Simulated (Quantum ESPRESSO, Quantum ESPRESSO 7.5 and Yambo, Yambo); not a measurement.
# LiNbO3 (R3c): Bethe-Salpeter spectra with Yambo

Wanted: excitons and ε₂ of LiNbO3 (R3c), with cost.

Calculated with Quantum ESPRESSO 7.5 and Yambo 5.3.0; PBE and many-body steps on it, plane waves.

### 1. Starting point

The structure is trigonal, space group R3c (No. 161). The conventional cell has a = 5.152 Å, b = 5.152 Å, c = 13.869 Å, α = 90.00°, β = 90.00°, γ = 120.00°. Nearest to Li lie 6 O at 2.07 to 2.24 Å. Nearest to Nb lie 6 O at 1.88 to 2.13 Å. Nearest to O lie 2 Nb at 1.88 to 2.13 Å and 2 Li at 2.07 to 2.24 Å. Farther neighbours and most contacts between anions are not listed.

The cell and positions come from the Crystallography Open Database and are kept as given unless a step says otherwise.

### 2. Empty states on the mesh, 4×4×4 mesh, 190 bands

This step: Quantum ESPRESSO 7.5; DFT, PBE, plane waves, norm-conserving pseudopotentials.

The sums over transitions need many empty states on a uniform mesh; this step solves for them.

The input, pw.in:

```
&control
  calculation = 'nscf'
  prefix = 'x'
  outdir = 'o'
  pseudo_dir = 'pseudo'
/
&system
  ibrav = 0
  nat = 10
  ntyp = 3
  ecutwfc = 74.0
  nbnd = 190
  force_symmorphic = .true.
/
&electrons
  conv_thr = 1e-9
  electron_maxstep = 80
  diago_full_acc = .true.
  diago_thr_init = 5e-6
/
ATOMIC_SPECIES
  Li 6.94 Li.upf
  Nb 92.906 Nb.upf
  O 15.999 O.upf
CELL_PARAMETERS angstrom
  2.5758000000 1.4871388234 4.6230000000
  -2.5758000000 1.4871388234 4.6230000000
  0.0000000000 -2.9742776468 4.6230000000
ATOMIC_POSITIONS crystal
  Li 0.2815000000 0.2815000000 0.2815000000
  Li 0.7815000000 0.7815000000 0.7815000000
  Nb 0.0000550000 0.0000550000 0.0000550000
  Nb 0.5000550000 0.5000550000 0.5000550000
  O 0.1123100000 0.3583600000 0.7195900000
  O 0.7195900000 0.1123100000 0.3583600000
  O 0.3583600000 0.7195900000 0.1123100000
  O 0.2195900000 0.8583600000 0.6123100000
  O 0.8583600000 0.6123100000 0.2195900000
  O 0.6123100000 0.2195900000 0.8583600000
K_POINTS automatic
  4 4 4 0 0 0
```

Launch:

```sh
> OMP_NUM_THREADS=1 mpirun -n 4 pw.x -nk 4 -in pw.in > pw.out
```

The log of the run:

```text
Program PWSCF v.7.5 starts

     This program is part of the open-source Quantum ESPRESSO suite
     for quantum simulation of materials; please cite
         "P. Giannozzi et al., J. Phys.:Condens. Matter 21 395502 (2009);
         "P. Giannozzi et al., J. Phys.:Condens. Matter 29 465901 (2017);
         "P. Giannozzi et al., J. Chem. Phys. 152 154105 (2020);
     in publications or presentations arising from this work. More details at

     Atomic positions and unit cell read from directory:
     o/x.save/

     Message from routine setup:
[...]
33.7673  33.7673  34.6107  34.6107  35.1371  35.1371  36.7719  36.7719
     [... 12 further rows ...]
    71.4617  71.4617  71.9662  71.9662  72.4445  72.4445  73.0226  73.0226
    73.6008  73.6008  74.1604  74.1604  74.6577  74.6577

          k =-0.2668-0.1540 0.1982 (  7720 PWs)   bands (ev):

     [... further k-points ...]

     highest occupied, lowest unoccupied level (ev):     7.2861   10.9021

     XML data file, pseudopotentials, collected wavefunctions

=------------------------------------------------------------------------------=
   JOB DONE.
=------------------------------------------------------------------------------=
```

It took 23 s on 4 MPI ranks of AMD EPYC 9R45, shared host; peak memory 0.83 GiB.

Numbers from this step:

```
gap                                                           : 3.616 eV
k of the valence top                                          : 0, 0, 0
k of the conduction bottom                                    : -0.25, 0, 0.5
least direct gap                                              : 3.618 eV
k points computed                                             : 14
lowest point of the top converged band, above the valence top : 66.9366 eV
```

On this mesh the gap is 3.616 eV.

The density comes from a self-consistent run that is not shown.

### 3. Conversion and set-up

This step: Yambo 5.3.0; conversion and set-up on PBE, plane waves, norm-conserving pseudopotentials.

The states are converted to the many-body program's format and the q mesh is built.

Launch:

```sh
> (cd o/x.save; p2y > p2y.log; mv SAVE ../..); yambo > setup.log
```

The log of the run:

```text
 Yambo, version 5.3.0

 [02] CORE Variables Setup
 =========================

  [02.01] Unit cells
  ==================

  Cell kind             :  Unknown
  Atoms in the cell     :  Li  Nb  O
  number of Li atoms    :  2
  number of Nb atoms    :  2
  number of O  atoms    :   6

  List of atomic masses
  Mass of Li    :  6.940000
  Mass of Nb    :  92.90600
  Mass of O     :  15.99900

  List of atomic coordinates    : [cc]
  Li1       :  0.53001E-16 -0.22855E-16   7.3777      order 1
  Li2       : -0.23533E-15 -0.22855E-16   20.482      order 2
[...]
Q [ 1]         [rlu]:  0.000000  0.000000  0.000000
 Q [ 2]         [rlu]:  0.43550E-16  0.30242E-16  0.25000
 Q [ 3]         [rlu]: -0.87101E-16 -0.60485E-16 -0.50000
[...]
Q [ 8]         [rlu]:  0.250000  0.250000  0.250000
 Q [ 9]         [rlu]:  0.250000  0.250000  0.500000
 Q [10]         [rlu]:  0.250000  0.250000 -0.250000
 Q [11]         [rlu]:  0.250000  0.500000  0.500000
 Q [12]         [rlu]:  0.250000  0.500000  0.750000
 Q [13]         [rlu]: -0.500000 -0.500000 -0.500000
 Q [14]         [rlu]: -0.25000      0.48574E-16 -0.50000

  [03.01] X indexes
  =================

   [03.01.01] Sigma indexes
   ========================

 [06] Game Over & Game summary
```

It took 3 s on 1 MPI rank; peak memory 0.26 GiB.

### 4. Screening and self-energy, 4×4×4 mesh, 190 bands, screening to 122.5 eV

G0W0 replaces the xc potential by the self-energy, built once from these orbitals. Only a window of levels is corrected, while the sums run over the empty bands that the input names.

This step: G0W0 on PBE, plane waves, norm-conserving pseudopotentials.

The input, gw1.in:

```
HF_and_locXC
gw0
dyson
ppa
em1d
rim_cut
RandQpts= 1000000
RandGvec= 1 RL
EXXRLvcs= 74 Ry
VXCRLvcs= 296 Ry
Chimod= "HARTREE"
% BndsRnXp
 1 | 190 |
%
NGsBlkXp= 9 Ry
% LongDrXp
 1 | 1 | 1 |
%
% GbndRnge
 1 | 190 |
%
DysSolver= "n"
ExtendOut
PPAPntXp= 27.21138 eV
% QPkrange
 1 | 1 | 33 | 36 |
 14 | 14 | 33 | 36 |
%
```

Launch:

```sh
> OMP_NUM_THREADS=2 mpirun -n 2 yambo -F gw1.in -J gw1 -C gw1 > gw1.log
```

The log of the run:

```text
 Yambo, version 5.3.0

 [02] CORE Variables Setup
 =========================

  [... cell, symmetries and grids as in the set-up ...]

  [02.05] Energies & Occupations
  ==============================

  [X] === General ===
  [X] Electronic Temperature                        :  0.000000  0.000000 [eV K]
  [X] Bosonic    Temperature                        :  0.000000  0.000000 [eV K]
  [X] Finite Temperature mode                       : no
  [X] El. density                                   :  0.63999E+24 [cm-3]
[...]
QP @ state[ 1 ] b range                          :   33   36
   QP @ state[ 2 ] K range                          :  14  14
   QP @ state[ 2 ] b range                          :   33   36
   GF energies kind                                 : Perdew, Burke & Ernzerhof(X)+Perdew, Burke & Ernzerhof(C)
   GF WF`s kind                                     : Perdew, Burke & Ernzerhof(X)+Perdew, Burke & Ernzerhof(C)
   Xs energies kind                                 : Perdew, Burke & Ernzerhof(X)+Perdew, Burke & Ernzerhof(C)
   Xs WF`s kind                                     : Perdew, Burke & Ernzerhof(X)+Perdew, Burke & Ernzerhof(C)

 [11] Game Over & Game summary
```

Wall time 10 min (2 MPI ranks); peak memory 2.5 GiB.

This step gave:

| Quantity | Value |
| --- | --- |
| G0W0 gap on the points computed | 5.108 eV |
| starting gap on the mesh | 3.616 eV |
| k of the valence top | 0, 0, 0 |
| k of the conduction bottom | -0.25, 0, 0.5 |
| least direct G0W0 gap on the computed points | 5.125 eV |

The gap on the mesh goes from 3.62 eV to 5.11 eV, a correction of +1.49 eV.

The gap opens by 1.492 eV; the next steps shift the empty bands rigidly by 1.507 eV, the correction at the start's least direct gap.

### 5. Excitons

Light makes an electron and a hole together. The Bethe-Salpeter equation adds their screened attraction and their exchange, in a window of bands around the gap.

This step: Bethe-Salpeter equation on PBE with a scissors shift, plane waves, norm-conserving pseudopotentials.

The input, bse3.in:

```
optics
bss
bse
em1s
dipoles
rim_cut
RandQpts= 1000000
RandGvec= 1 RL
Chimod= "HARTREE"
BSKmod= "SEX"
BSEmod= "resonant"
BSSmod= "d"
BSENGexx= 30 Ry
BSENGBlk= 6 Ry
% BSEQptR
 1 | 1 |
%
% BSEBands
 24 | 43 |
%
% BEnRange
 0 | 10 | eV
%
% BDmRange
 0.1 | 0.1 | eV
%
BEnSteps= 101
% BLongDir
 1 | 0 | 0 |
%
% BndsRnXs
 1 | 106 |
%
NGsBlkXs= 6 Ry
% LongDrXs
 1 | 1 | 1 |
%
% KfnQP_E
 1.507 | 1.0 | 1.0 |
%
WRbsWF
```

Launch:

```sh
> OMP_NUM_THREADS=2 mpirun -n 2 yambo -F bse3.in -J bse3 -C bse3 > bse3.log
```

The log of the run:

```text
 Yambo, version 5.3.0

 [02] CORE Variables Setup
 =========================

  [... cell, symmetries and grids as in the set-up ...]

  [02.05] Energies & Occupations
  ==============================

  [X] === General ===
  [X] Electronic Temperature                        :  0.000000  0.000000 [eV K]
  [X] Bosonic    Temperature                        :  0.000000  0.000000 [eV K]
  [X] Finite Temperature mode                       : no
  [X] El. density                                   :  0.63999E+24 [cm-3]
  [X] Fermi Level                                   :  7.286108 [eV]

  [X] === Gaps and Widths ===
  [X] Conduction Band Min                           :  3.615966 [eV]
  [X] Valence Band Max                              :  0.000000 [eV]
  [X] Filled Bands                                  :   34
  [X] Empty Bands                                   :   35  190
  [X] Direct Gap                                    :  3.618315 [eV]
  [X] Direct Gap localized at k                     :  1
  [X] Indirect Gap                                  :  3.615966 [eV]
  [X] Indirect Gap between kpts                     :   1  14
  [X] Last valence band width                       :  0.310138 [eV]
  [X] 1st conduction band width                     :  1.054800 [eV]

 [03] Transferred momenta grid and indexing
 ==========================================

 [BZ sampling] Q-grid is User defined and/or read from the database

 IBZ Q-points                                      :  14
 BZ  Q-points                                      :   64

 K/Q-points units:
 rlu = crystal or reduced units; cc = cartesian coordinates; iku = interal k-units

 Q [ 1]         [rlu]:  0.000000  0.000000  0.000000
 Q [ 2]         [rlu]:  0.43550E-16  0.30242E-16  0.25000
 Q [ 3]         [rlu]: -0.87101E-16 -0.60485E-16 -0.50000
 Q [ 4]         [rlu]:  0.48509E-16  0.25000      0.25000
 Q [ 5]         [rlu]: -0.47241E-16  0.25000      0.50000
 Q [ 6]         [rlu]: -0.23169E-16  0.25000     -0.25000
 Q [ 7]         [rlu]: -0.41507E-16 -0.50000     -0.50000
 Q [ 8]         [rlu]:  0.250000  0.250000  0.250000
 Q [ 9]         [rlu]:  0.250000  0.250000  0.500000
 Q [10]         [rlu]:  0.250000  0.250000 -0.250000
 Q [11]         [rlu]:  0.250000  0.500000  0.500000
 Q [12]         [rlu]:  0.250000  0.500000  0.750000
 Q [13]         [rlu]: -0.500000 -0.500000 -0.500000
 Q [14]         [rlu]: -0.25000      0.48574E-16 -0.50000

  [03.01] X + BSE indexes
  =======================

   [03.01.01] Sigma indexes
   ========================

 [04] Coloumb potential Random Integration (RIM)
 ===============================================

  [04.01] RIM initialization
  ==========================

  * Diagonal components only detected *

  8 x (sBL volume)        :  0.043243 [a.u.]
  sBZ random points       :  1000000
  Points outside the sBZ  :   7995775
  RL volume               :  0.345943 [a.u.]
  Integrated volume       :  0.346126 [a.u.]

  [04.02] RIM integrals
  =====================

  Gamma point sphere radius             :  0.063668 [a.u.]
  Points outside the sphere             :   799718
  [Int_sBZ(q=0) 1/q^2]*(Vol_sBZ)^(-1/3) =:  7.759860
                                 should be <:  7.795600

  Summary of Coulomb integrals for non-metallic bands |Q|[au] RIM/Bare

  Q [1] 0.100000E-4 0.995415 * Q [8] 0.179803 1.042492
  Q [2] 0.195718 1.072511 * Q [4] 0.221544 1.066005
  Q [9] 0.303624 1.024653 * Q [6] 0.322707 1.028309
  Q [11] 0.352869 1.017808 * Q [13] 0.359606 1.012382
  Q [14] 0.369417 1.019755 * Q [5] 0.369417 1.020688
  Q [10] 0.377420 1.020593 * Q [3] 0.391436 1.017914
  Q [7] 0.443089 1.013664 * Q [12] 0.483173 1.010459

 [WARNING] [Xs] User bands 1-106 break level degeneracy

 [WARNING] [BS] User bands 24-43 break level degeneracy

 [05] External/Internal QP corrections
 =====================================

 [QP_apply] Action to be applied: USER defined scissor

  [05.01]  QP corrections report
  ==============================

  [K+QP] === General ===
[...]
[K+QP] Direct Gap                                 :  5.125315 [eV]
  [K+QP] Direct Gap localized at k                  :  1
  [K+QP] Indirect Gap                               :  5.122966 [eV]
  [K+QP] Indirect Gap between kpts                  :   1  14
  [K+QP] Last valence band width                    :  0.310138 [eV]
  [K+QP] 1st conduction band width                  :  1.054800 [eV]

  [coarse-grid] Minimum Bare Gap        [ev]:  3.615966
  [coarse-grid] Minimum Gap Correction  [ev]:  1.507000

  Eqp @ K [ 1]
  -54.11269 -54.09744 -42.55728 -42.55469 -30.44883 -30.44883 -30.36712 -30.29001
  -30.29001 -30.18041 -16.89526 -16.22849 -16.22849 -15.32459 -15.10845 -15.10845
  -4.416750 -4.416750 -4.208237 -4.147975 -4.147975 -3.252456 -2.101803 -2.013288
  -2.013288 -1.204643 -0.885380 -0.885380 -0.689037 -0.686702 -0.686702 -0.473162
  -0.581971E-8   0.00000      5.12531      5.12531      5.59272      6.70361      6.70361      6.87484
    8.84010   9.23570   9.23570  11.52416  11.52416  11.97637  14.40115  14.63209
[...]
Eqp @ K [ 2]
[...]
Eqp @ K [ 3]
[...]
Eqp @ K [ 4]
[...]
Eqp @ K [ 5]
[...]
Eqp @ K [ 6]
[...]
Eqp @ K [ 7]
[...]
Eqp @ K [ 8]
[...]
Eqp @ K [ 9]
[...]
-30.25023 -30.22643 -16.39912 -16.15293 -16.02348 -15.51896 -15.48460 -15.39410
     [... 37 further rows ...]
   18.90011  19.20279  19.60161  20.43080  20.63323  21.30013  22.01207  22.34041
   22.60891  23.51178  23.77406  24.19112  25.28597  25.88416  26.56850  27.40167

 [06] Dipoles
 ============

  [06.01] Setup: observables and procedures
  =========================================

  [WARNING] [x,Vnl] slows the Dipoles computation. To neglect it rename the ns.kb_pp file

  [WARNING] [r,Vnl^pseudo] included in position and velocity dipoles.

  [WARNING] In case H contains other non local terms, these are neglected

 [07] Static Dielectric Matrix
 =============================

 [WR./bse3//ndb.em1s]------------------------------------------------------------
  Brillouin Zone Q/K grids (IBZ/BZ)                :   14   64   14   64
  RL vectors                                       :   9367 [WF]
  Coulomb cutoff potential                         : none
  Electronic Temperature                           :  0.000000 [K]
  Bosonic    Temperature                           :  0.000000 [K]
  Static diel. fun.  energies                      : Perdew, Burke & Ernzerhof(X)+Perdew, Burke & Ernzerhof(C)
  wavefunctions                                    : Perdew, Burke & Ernzerhof(X)+Perdew, Burke & Ernzerhof(C)
  Global Gauge                                     : length
  X matrix size                                    :  181
  X band range                                     :    1  106
  X e/h energy range                               : -1.000000 -1.000000 [eV]
  X Time ordering                                  : T
  X Hxc Kernel                                     : HARTREE
  X Drude frequency                                :  0.000000  0.000000
  X poles                                          :  100.0000 [o/o]
  RL vectors in the sum                            :   9367
  [r,Vnl] included                                 : yes
  Field direction                                  :  0.577350E-5  0.577350E-5  0.577350E-5
  BZ energy Double Grid                            : no
  BZ energy DbGd points                            : 0
  BZ Q point size factor                           : -1.000000
  X Optical Averaged directions                    : none

 [08] Bethe Salpeter Equation driver
 ===================================

  [08.01] Bethe Salpeter Equation @q1
  ===================================

   [08.01.01] Transition pre-analysis @q1
   ======================================

   [08.01.02] Transition Groups build-up @q1
   =========================================

   [BSK] Transition groups (total):  28
   [BSK] Size (resonant):   6336
   [BSK]         (total):   6336
   [BSK] N. of matrices :  1

   [08.01.03] Loading Dipoles @q1
   ==============================

   [08.01.04] Independent Particles properties @q1
   ===============================================

   ==========================================================

   [BSE] Exchange components :  1983
   [BSE] Correlation components :   181   725

    [08.01.05.01] Screened interaction header I/O
    =============================================

    [08.01.05.02] Main kernel loop
    ==============================

    [08.01.05.03] Wave-Function Phases
    ==================================

    [BSE] WF phases found       :  82.97619 [o/o]

   [08.01.06] BSE solver(s) @q1
   ============================

   [08.01.07] Diago Solver @q1
   ===========================

 [11] Game Over & Game summary
```

Elapsed: 12 min, on 2 MPI ranks; peak memory 2.1 GiB; 33 min of CPU time.

Numbers from this step:

```yaml
transitions_in_the_window: 6336
direct_gap_of_the_transition_levels: 5.125 eV
lowest_state: 4.471 eV
first_strong_exciton_over_a_fiftieth_of_the_strongest_listed: 4.622 eV
binding_of_the_lowest_state_below_the_direct_gap: 0.6542 eV
coulomb_term_of_one_mesh_cell: 0.4188 eV
```

The binding is 1.6 times the screened Coulomb term of one mesh cell (0.42 eV), so it is not shown settled.

The lowest state lies at 4.471 eV, 0.654 eV under the direct gap.

Lines within 3 meV are set at the lowest of them, and the highest group, which the list may cut short, is left out. Exciton lines, with heights relative to the strongest:

```tsv
position (eV)	lines merged	strength, relative
4.471	1	0.0
4.556	2	0.7
4.572	1	0.0
4.616	1	0.1
4.622	2	19
4.694	2	8.1
4.730	3	3.4
4.747	2	0.6
4.764	1	0.0
4.797	2	100
4.803	1	0.2
4.830	1	0.1
4.834	3	53
```

Field along x; broadening 0.1 eV; transition window only. Limits: finite bands, cutoff and mesh; no spin-orbit coupling; exciton not shown settled in the k mesh. The ε₂ by photon energy; read off at these points:

```tsv
photon energy (eV)	BSE	no electron-hole interaction
0.00	0.0238	0.0199
0.30	0.0264	0.0217
0.50	0.0284	0.0232
0.80	0.0319	0.0256
1.10	0.0362	0.0284
1.40	0.0414	0.0317
1.60	0.0456	0.0343
1.90	0.0533	0.0388
2.20	0.0633	0.0443
2.40	0.0718	0.0488
2.70	0.0884	0.0568
3.00	0.112	0.0672
3.20	0.135	0.0760
3.50	0.185	0.0930
3.80	0.275	0.117
4.10	0.472	0.154
4.30	0.787	0.190
4.60	3.19	0.282
4.90	11.8	0.500
5.00	13.4	0.669
5.10	11.8	0.988
5.40	8.32	3.77
5.70	6.12	8.75
5.90	6.30	8.20
6.20	5.12	8.16
6.50	3.29	11.5
6.80	2.47	10.5
7.00	2.48	9.53
7.30	2.03	5.85
7.60	1.76	4.36
7.80	1.54	3.65
8.10	1.46	2.55
8.40	1.83	1.61
8.60	2.48	1.41
8.90	8.36	1.24
9.20	5.15	1.47
9.50	4.04	3.17
9.70	3.31	3.77
10.00	2.60	5.85
```

The program warns that the window of bands cuts a degenerate level, which breaks the symmetry of states and spectrum.

(Continued in part 2 of 3.)

[Paths, hosts, dates, memory and timing lines, banners, echoed tables and standing remarks are left out of the program output.]

[Logs are printed without paths, hosts, clocks, repeated set-up lines and the standing remarks that a program may print on its own settings, such as how far it seeks lower states.]

[Runs of the session that timed out or met a known fault of the program may be left out.]

[Hosts, paths, dates, database ids (printed as entryN), source tags and the programs' standing remarks are cut or masked in the printed files.]
